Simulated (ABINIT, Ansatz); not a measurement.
# SnPbSe3 (Pm-3m): zone-centre phonons, part 3 of 4

Wanted: the vibrations of SnPbSe3 (Pm-3m) at Γ, by two programs.

ABINIT 10.8.3; DFT LDA, scalar-relativistic, plane waves, HGH norm-conserving pseudopotentials.

So far. Step 3 (Self-consistent run for the response): The cell stands at -0.85 GPa: the relaxation ran with a smoothed and higher cutoff, and the difference is a stress of the finite basis. Step 4 (Linear response at Γ): The acoustic modes at Γ come out as far as 1.8 cm⁻¹ from zero, where they should vanish, a small numerical error. The lowest optical mode is imaginary, 117i cm⁻¹, an instability at this level and on this k mesh. The relaxed cell has a = 5.270 Å (conventional setting).

The structure was built from a prototype and need not be the compound's stable phase.

### 5. Zone-centre analysis

anaddb reads the merged derivatives and imposes the acoustic sum rule.

File anaddb.abi:

```
ddb_filepath "gamma_DDB"
output_file "anaddb.abo"
outdata_prefix "anaddb"
asr 1
chneut 1
enunit 2
eivec 1
nph1l 1
qph1l 0.0 0.0 0.0 1.0
```

File mrgddb.in:

```
gamma_DDB
merged
2
dfpt_gammao_DDB
gso_DDB
```

On the command line:

```sh
> mrgddb < mrgddb.in > mrgddb.log
> OMP_NUM_THREADS=1 anaddb anaddb.abi > anaddb.log
```

anaddb.abo, the main output file:

```text
-outvars_anaddb: echo values of input variables ----------------------

 Miscellaneous information :
      enunit         2
       eivec         1
         asr         1
 First list of wavevector (reduced coord.) :
       nph1l         1
       qph1l
                     0.00000000E+00  0.00000000E+00  0.00000000E+00    1.000E+00

================================================================================

 read the DDB information and perform some checks

  ==== Info on the Cryst% object ====
 Real(R)+Recip(G) space primitive vectors, cartesian coordinates (Bohr,Bohr^-1):
 R(1)=  9.9593296  0.0000000  0.0000000  G(1)=  0.1004084  0.0000000  0.0000000
 R(2)=  0.0000000  9.9593296  0.0000000  G(2)=  0.0000000  0.1004084  0.0000000
 R(3)=  0.0000000  0.0000000  9.9593296  G(3)=  0.0000000  0.0000000  0.1004084
 Unit cell volume ucvol=  9.8784844E+02 bohr^3
 Angles (23,13,12)=  9.00000000E+01  9.00000000E+01  9.00000000E+01 degrees
 Time-reversal symmetry is present
 Reduced atomic positions [iatom, xred, symbol]:
    1)    0.0000000  0.0000000  0.0000000  Sn
    2)    0.5000000  0.5000000  0.5000000  Pb
    3)    0.5000000  0.5000000  0.0000000  Se
    4)    0.5000000  0.0000000  0.5000000  Se
    5)    0.0000000  0.5000000  0.5000000  Se

 DDB file with 3 blocks has been read.

================================================================================

 Treat the first list of vectors

  Phonon wavevector (reduced coordinates) :  0.00000  0.00000  0.00000
 Phonon energies in Hartree :
  -5.328009E-04 -5.328009E-04 -5.328009E-04 -4.057734E-04 -4.057734E-04
  -4.057734E-04 -1.956827E-04 -1.956827E-04 -1.956827E-04  0.000000E+00
   0.000000E+00  0.000000E+00  9.680185E-04  9.680185E-04  9.680185E-04
 Phonon energies in meV     :
- -1.449825E+01 -1.449825E+01 -1.449825E+01 -1.104166E+01 -1.104166E+01
- -1.104166E+01 -5.324798E+00 -5.324798E+00 -5.324798E+00  0.000000E+00
-  0.000000E+00  0.000000E+00  2.634113E+01  2.634113E+01  2.634113E+01
 Phonon frequencies in cm-1    :
- -1.169363E+02 -1.169363E+02 -1.169363E+02 -8.905696E+01 -8.905696E+01
- -8.905696E+01 -4.294739E+01 -4.294739E+01 -4.294739E+01  0.000000E+00
-  0.000000E+00  0.000000E+00  2.124555E+02  2.124555E+02  2.124555E+02
 Phonon frequencies in Thz     :
- -3.505662E+00 -3.505662E+00 -3.505662E+00 -2.669860E+00 -2.669860E+00
- -2.669860E+00 -1.287530E+00 -1.287530E+00 -1.287530E+00  0.000000E+00
-  0.000000E+00  0.000000E+00  6.369256E+00  6.369256E+00  6.369256E+00
 Phonon energies in Kelvin  :
- -1.682452E+02 -1.682452E+02 -1.682452E+02 -1.281331E+02 -1.281331E+02
- -1.281331E+02 -6.179171E+01 -6.179171E+01 -6.179171E+01  0.000000E+00
-  0.000000E+00  0.000000E+00  3.056761E+02  3.056761E+02  3.056761E+02

 Eigendisplacements
 (will be given, for each mode : in cartesian coordinates
   for each atom the real part of the displacement vector,
   then the imaginary part of the displacement vector - absolute values smaller than 1.0d-7 are set to zero)
  Mode number    1   Energy   -5.328009E-04
 Attention : low frequency mode.
   (Could be unstable or acoustic mode)
-  1  0.00000000E+00  0.00000000E+00  1.41311157E-03
-     0.00000000E+00  0.00000000E+00  0.00000000E+00
-  2  0.00000000E+00  0.00000000E+00  2.44162714E-04
-     0.00000000E+00  0.00000000E+00  0.00000000E+00
-  3  0.00000000E+00  0.00000000E+00 -1.25505022E-05
-     0.00000000E+00  0.00000000E+00  0.00000000E+00
-  4  0.00000000E+00  0.00000000E+00 -1.37637519E-03
-     0.00000000E+00  0.00000000E+00  0.00000000E+00
-  5  0.00000000E+00  0.00000000E+00 -1.37637519E-03
-     0.00000000E+00  0.00000000E+00  0.00000000E+00
  Mode number    2   Energy   -5.328009E-04
 Attention : low frequency mode.
   (Could be unstable or acoustic mode)
-  1  0.00000000E+00 -1.41311157E-03  0.00000000E+00
-     0.00000000E+00  0.00000000E+00  0.00000000E+00
-  2  0.00000000E+00 -2.44162714E-04  0.00000000E+00
-     0.00000000E+00  0.00000000E+00  0.00000000E+00
-  3  0.00000000E+00  1.37637519E-03  0.00000000E+00
-     0.00000000E+00  0.00000000E+00  0.00000000E+00
-  4  0.00000000E+00  1.25505022E-05  0.00000000E+00
-     0.00000000E+00  0.00000000E+00  0.00000000E+00
-  5  0.00000000E+00  1.37637519E-03  0.00000000E+00
-     0.00000000E+00  0.00000000E+00  0.00000000E+00
  Mode number    3   Energy   -5.328009E-04
 Attention : low frequency mode.
   (Could be unstable or acoustic mode)
-  1  1.41311157E-03  0.00000000E+00  0.00000000E+00
-     0.00000000E+00  0.00000000E+00  0.00000000E+00
-  2  2.44162714E-04  0.00000000E+00  0.00000000E+00
-     0.00000000E+00  0.00000000E+00  0.00000000E+00
-  3 -1.37637519E-03  0.00000000E+00  0.00000000E+00
-     0.00000000E+00  0.00000000E+00  0.00000000E+00
-  4 -1.37637519E-03  0.00000000E+00  0.00000000E+00
-     0.00000000E+00  0.00000000E+00  0.00000000E+00
-  5 -1.25505022E-05  0.00000000E+00  0.00000000E+00
-     0.00000000E+00  0.00000000E+00  0.00000000E+00
  Mode number    4   Energy   -4.057734E-04
 Attention : low frequency mode.
   (Could be unstable or acoustic mode)
-  1  0.00000000E+00  0.00000000E+00  0.00000000E+00
-     0.00000000E+00  0.00000000E+00  0.00000000E+00
-  2  0.00000000E+00  0.00000000E+00  0.00000000E+00
-     0.00000000E+00  0.00000000E+00  0.00000000E+00
-  3  0.00000000E+00  0.00000000E+00  0.00000000E+00
-     0.00000000E+00  0.00000000E+00  0.00000000E+00
-  4  0.00000000E+00  0.00000000E+00  1.86380890E-03
-     0.00000000E+00  0.00000000E+00  0.00000000E+00
-  5  0.00000000E+00  0.00000000E+00 -1.86380890E-03
-     0.00000000E+00  0.00000000E+00  0.00000000E+00
  Mode number    5   Energy   -4.057734E-04
 Attention : low frequency mode.
   (Could be unstable or acoustic mode)
-  1  0.00000000E+00  0.00000000E+00  0.00000000E+00
-     0.00000000E+00  0.00000000E+00  0.00000000E+00
-  2  0.00000000E+00  0.00000000E+00  0.00000000E+00
-     0.00000000E+00  0.00000000E+00  0.00000000E+00
-  3  0.00000000E+00 -1.86380890E-03  0.00000000E+00
-     0.00000000E+00  0.00000000E+00  0.00000000E+00
-  4  0.00000000E+00  0.00000000E+00  0.00000000E+00
-     0.00000000E+00  0.00000000E+00  0.00000000E+00
-  5  0.00000000E+00  1.86380890E-03  0.00000000E+00
-     0.00000000E+00  0.00000000E+00  0.00000000E+00
  Mode number    6   Energy   -4.057734E-04
 Attention : low frequency mode.
   (Could be unstable or acoustic mode)
-  1  0.00000000E+00  0.00000000E+00  0.00000000E+00
-     0.00000000E+00  0.00000000E+00  0.00000000E+00
-  2  0.00000000E+00  0.00000000E+00  0.00000000E+00
-     0.00000000E+00  0.00000000E+00  0.00000000E+00
-  3  1.86380890E-03  0.00000000E+00  0.00000000E+00
-     0.00000000E+00  0.00000000E+00  0.00000000E+00
-  4 -1.86380890E-03  0.00000000E+00  0.00000000E+00
-     0.00000000E+00  0.00000000E+00  0.00000000E+00
-  5  0.00000000E+00  0.00000000E+00  0.00000000E+00
-     0.00000000E+00  0.00000000E+00  0.00000000E+00
  Mode number    7   Energy   -1.956827E-04
 Attention : low frequency mode.
   (Could be unstable or acoustic mode)
-  1  0.00000000E+00  0.00000000E+00  1.28369851E-03
-     0.00000000E+00  0.00000000E+00  0.00000000E+00
-  2  0.00000000E+00  0.00000000E+00 -1.05083500E-03
-     0.00000000E+00  0.00000000E+00  0.00000000E+00
-  3  0.00000000E+00  0.00000000E+00 -6.70692324E-04
-     0.00000000E+00  0.00000000E+00  0.00000000E+00
-  4  0.00000000E+00  0.00000000E+00  7.49197272E-04
-     0.00000000E+00  0.00000000E+00  0.00000000E+00
-  5  0.00000000E+00  0.00000000E+00  7.49197272E-04
-     0.00000000E+00  0.00000000E+00  0.00000000E+00
  Mode number    8   Energy   -1.956827E-04
 Attention : low frequency mode.
   (Could be unstable or acoustic mode)
-  1  0.00000000E+00  1.28369851E-03  0.00000000E+00
-     0.00000000E+00  0.00000000E+00  0.00000000E+00
-  2  0.00000000E+00 -1.05083500E-03  0.00000000E+00
-     0.00000000E+00  0.00000000E+00  0.00000000E+00
-  3  0.00000000E+00  7.49197272E-04  0.00000000E+00
-     0.00000000E+00  0.00000000E+00  0.00000000E+00
-  4  0.00000000E+00 -6.70692324E-04  0.00000000E+00
-     0.00000000E+00  0.00000000E+00  0.00000000E+00
-  5  0.00000000E+00  7.49197272E-04  0.00000000E+00
-     0.00000000E+00  0.00000000E+00  0.00000000E+00
  Mode number    9   Energy   -1.956827E-04
 Attention : low frequency mode.
   (Could be unstable or acoustic mode)
-  1  1.28369851E-03  0.00000000E+00  0.00000000E+00
-     0.00000000E+00  0.00000000E+00  0.00000000E+00
-  2 -1.05083500E-03  0.00000000E+00  0.00000000E+00
-     0.00000000E+00  0.00000000E+00  0.00000000E+00
-  3  7.49197272E-04  0.00000000E+00  0.00000000E+00
-     0.00000000E+00  0.00000000E+00  0.00000000E+00
-  4  7.49197272E-04  0.00000000E+00  0.00000000E+00
-     0.00000000E+00  0.00000000E+00  0.00000000E+00
-  5 -6.70692324E-04  0.00000000E+00  0.00000000E+00
-     0.00000000E+00  0.00000000E+00  0.00000000E+00
  Mode number   10   Energy    0.000000E+00
 Attention : low frequency mode.
   (Could be unstable or acoustic mode)
-  1  0.00000000E+00  0.00000000E+00 -9.87289337E-04
-     0.00000000E+00  0.00000000E+00  0.00000000E+00
-  2  0.00000000E+00  0.00000000E+00 -9.87318466E-04
-     0.00000000E+00  0.00000000E+00  0.00000000E+00
-  3  0.00000000E+00  0.00000000E+00 -9.87302112E-04
-     0.00000000E+00  0.00000000E+00  0.00000000E+00
-  4  0.00000000E+00  0.00000000E+00 -9.87263497E-04
-     0.00000000E+00  0.00000000E+00  0.00000000E+00
-  5  0.00000000E+00  0.00000000E+00 -9.87263497E-04
-     0.00000000E+00  0.00000000E+00  0.00000000E+00
  Mode number   11   Energy    0.000000E+00
 Attention : low frequency mode.
   (Could be unstable or acoustic mode)
-  1  0.00000000E+00 -9.87289337E-04  0.00000000E+00
-     0.00000000E+00  0.00000000E+00  0.00000000E+00
-  2  0.00000000E+00 -9.87318466E-04  0.00000000E+00
-     0.00000000E+00  0.00000000E+00  0.00000000E+00
-  3  0.00000000E+00 -9.87263497E-04  0.00000000E+00
-     0.00000000E+00  0.00000000E+00  0.00000000E+00
-  4  0.00000000E+00 -9.87302112E-04  0.00000000E+00
-     0.00000000E+00  0.00000000E+00  0.00000000E+00
-  5  0.00000000E+00 -9.87263497E-04  0.00000000E+00
-     0.00000000E+00  0.00000000E+00  0.00000000E+00
  Mode number   12   Energy    0.000000E+00
 Attention : low frequency mode.
   (Could be unstable or acoustic mode)
-  1  9.87289337E-04  0.00000000E+00  0.00000000E+00
-     0.00000000E+00  0.00000000E+00  0.00000000E+00
-  2  9.87318466E-04  0.00000000E+00  0.00000000E+00
-     0.00000000E+00  0.00000000E+00  0.00000000E+00
-  3  9.87263497E-04  0.00000000E+00  0.00000000E+00
-     0.00000000E+00  0.00000000E+00  0.00000000E+00
-  4  9.87263497E-04  0.00000000E+00  0.00000000E+00
-     0.00000000E+00  0.00000000E+00  0.00000000E+00
-  5  9.87302112E-04  0.00000000E+00  0.00000000E+00
-     0.00000000E+00  0.00000000E+00  0.00000000E+00
  Mode number   13   Energy    9.680185E-04
-  1  0.00000000E+00  0.00000000E+00  4.08715334E-05
-     0.00000000E+00  0.00000000E+00  0.00000000E+00
-  2  0.00000000E+00  0.00000000E+00  7.13385632E-04
-     0.00000000E+00  0.00000000E+00  0.00000000E+00
-  3  0.00000000E+00  0.00000000E+00 -2.35006725E-03
-     0.00000000E+00  0.00000000E+00  0.00000000E+00
-  4  0.00000000E+00  0.00000000E+00  2.08300710E-04
-     0.00000000E+00  0.00000000E+00  0.00000000E+00
-  5  0.00000000E+00  0.00000000E+00  2.08300710E-04
-     0.00000000E+00  0.00000000E+00  0.00000000E+00
  Mode number   14   Energy    9.680185E-04
-  1  0.00000000E+00  4.08715334E-05  0.00000000E+00
-     0.00000000E+00  0.00000000E+00  0.00000000E+00
-  2  0.00000000E+00  7.13385632E-04  0.00000000E+00
-     0.00000000E+00  0.00000000E+00  0.00000000E+00
-  3  0.00000000E+00  2.08300710E-04  0.00000000E+00
-     0.00000000E+00  0.00000000E+00  0.00000000E+00
-  4  0.00000000E+00 -2.35006725E-03  0.00000000E+00
-     0.00000000E+00  0.00000000E+00  0.00000000E+00
-  5  0.00000000E+00  2.08300710E-04  0.00000000E+00
-     0.00000000E+00  0.00000000E+00  0.00000000E+00
  Mode number   15   Energy    9.680185E-04
-  1  4.08715334E-05  0.00000000E+00  0.00000000E+00
-     0.00000000E+00  0.00000000E+00  0.00000000E+00
-  2  7.13385632E-04  0.00000000E+00  0.00000000E+00
-     0.00000000E+00  0.00000000E+00  0.00000000E+00
-  3  2.08300710E-04  0.00000000E+00  0.00000000E+00
-     0.00000000E+00  0.00000000E+00  0.00000000E+00
-  4  2.08300710E-04  0.00000000E+00  0.00000000E+00
-     0.00000000E+00  0.00000000E+00  0.00000000E+00
-  5 -2.35006725E-03  0.00000000E+00  0.00000000E+00
-     0.00000000E+00  0.00000000E+00  0.00000000E+00

 Analysis of degeneracies and characters (maximum tolerance=1.00E-06 a.u.)
 For each vibration mode, or group of modes if degenerate,
 the characters are given for each symmetry operation (see the list in the log file).
 Symmetry characters of vibration mode #   1
       degenerate with vibration modes #   2 to    3
  3.0 -3.0 -1.0  1.0 -1.0  1.0 -1.0  1.0  1.0 -1.0 -1.0  1.0  1.0 -1.0 -1.0  1.0
 -0.0  0.0 -0.0  0.0  0.0 -0.0  0.0 -0.0  1.0 -1.0 -1.0  1.0 -1.0  1.0  1.0 -1.0
 -0.0  0.0  0.0 -0.0  0.0 -0.0 -0.0  0.0  1.0 -1.0  1.0 -1.0 -1.0  1.0 -1.0  1.0
 Symmetry characters of vibration mode #   4
       degenerate with vibration modes #   5 to    6
  3.0 -3.0 -1.0  1.0 -1.0  1.0 -1.0  1.0 -1.0  1.0  1.0 -1.0 -1.0  1.0  1.0 -1.0
 -0.0  0.0 -0.0  0.0  0.0 -0.0  0.0 -0.0 -1.0  1.0  1.0 -1.0  1.0 -1.0 -1.0  1.0
 -0.0  0.0  0.0 -0.0  0.0 -0.0 -0.0  0.0 -1.0  1.0 -1.0  1.0  1.0 -1.0  1.0 -1.0
 Symmetry characters of vibration mode #   7
       degenerate with vibration modes #   8 to    9
  3.0 -3.0 -1.0  1.0 -1.0  1.0 -1.0  1.0  1.0 -1.0 -1.0  1.0  1.0 -1.0 -1.0  1.0
 -0.0  0.0  0.0 -0.0 -0.0  0.0  0.0 -0.0  1.0 -1.0 -1.0  1.0 -1.0  1.0  1.0 -1.0
 -0.0  0.0 -0.0  0.0  0.0 -0.0  0.0 -0.0  1.0 -1.0  1.0 -1.0 -1.0  1.0 -1.0  1.0
 Symmetry characters of vibration mode #  10
       degenerate with vibration modes #  11 to   12
  3.0 -3.0 -1.0  1.0 -1.0  1.0 -1.0  1.0  1.0 -1.0 -1.0  1.0  1.0 -1.0 -1.0  1.0
  0.0 -0.0  0.0 -0.0 -0.0  0.0 -0.0  0.0  1.0 -1.0 -1.0  1.0 -1.0  1.0  1.0 -1.0
  0.0 -0.0 -0.0  0.0 -0.0  0.0  0.0 -0.0  1.0 -1.0  1.0 -1.0 -1.0  1.0 -1.0  1.0
 Symmetry characters of vibration mode #  13
       degenerate with vibration modes #  14 to   15
  3.0 -3.0 -1.0  1.0 -1.0  1.0 -1.0  1.0  1.0 -1.0 -1.0  1.0  1.0 -1.0 -1.0  1.0
  0.0 -0.0 -0.0  0.0 -0.0  0.0  0.0 -0.0  1.0 -1.0 -1.0  1.0 -1.0  1.0  1.0 -1.0
  0.0 -0.0 -0.0  0.0  0.0 -0.0 -0.0  0.0  1.0 -1.0  1.0 -1.0 -1.0  1.0 -1.0  1.0
-
```

Run time: 0.51 s. Hardware: 1 thread of Arm Neoverse V1, shared host.

Read from the output:

```yaml
lowest_optical_zone_centre_mode: -116.9 cm⁻¹
```

No LO-TO term; unit eigenvectors of the mass-weighted matrix, from anaddb's displacements. The modes at Γ (shares of kinetic energy by element, %) (negative means imaginary):

```
mode  frequency (cm⁻¹)  symmetry  Sn %  Pb %  Se %
   1            -116.9       T1u    43     2    55
   2            -116.9       T1u    43     2    55
   3            -116.9       T1u    43     2    55
   4             -89.1       T2u     0     0   100
   5             -89.1       T2u     0     0   100
   6             -89.1       T2u     0     0   100
   7             -42.9       T1u    36    42    23
   8             -42.9       T1u    36    42    23
   9             -42.9       T1u    36    42    23
  10               0.0  acoustic    21    37    42
  11               0.0  acoustic    21    37    42
  12               0.0  acoustic    21    37    42
  13             212.5       T1u     0    19    81
  14             212.5       T1u     0    19    81
  15             212.5       T1u     0    19    81
```

Displacements in mode 1 (-116.9 cm⁻¹), the largest set to 1:
```
Sn1  0.00  0.00  1.00
Pb2  0.00  0.00  0.17
Se3  0.00  0.00 -0.01
Se4  0.00  0.00 -0.97
Se5  0.00  0.00 -0.97
```

Displacements in mode 13 (212.5 cm⁻¹), the largest set to 1:
```
Sn1  0.00  0.00  0.02
Pb2  0.00  0.00  0.30
Se3  0.00  0.00 -1.00
Se4  0.00  0.00  0.09
Se5  0.00  0.00  0.09
```

The rule moves no optical mode by more than 0.1 cm⁻¹.

(Part 3 of 4 ends here.)

[Host names and launcher messages were left out of these logs when they were recorded.]

[Logs are printed without paths, hosts, clocks, repeated set-up lines and the standing remarks that a program may print on its own settings, such as how far it seeks lower states.]

[Hosts, paths, dates, database ids (printed as entryN), source tags and the programs' standing remarks are cut or masked in the printed files.]
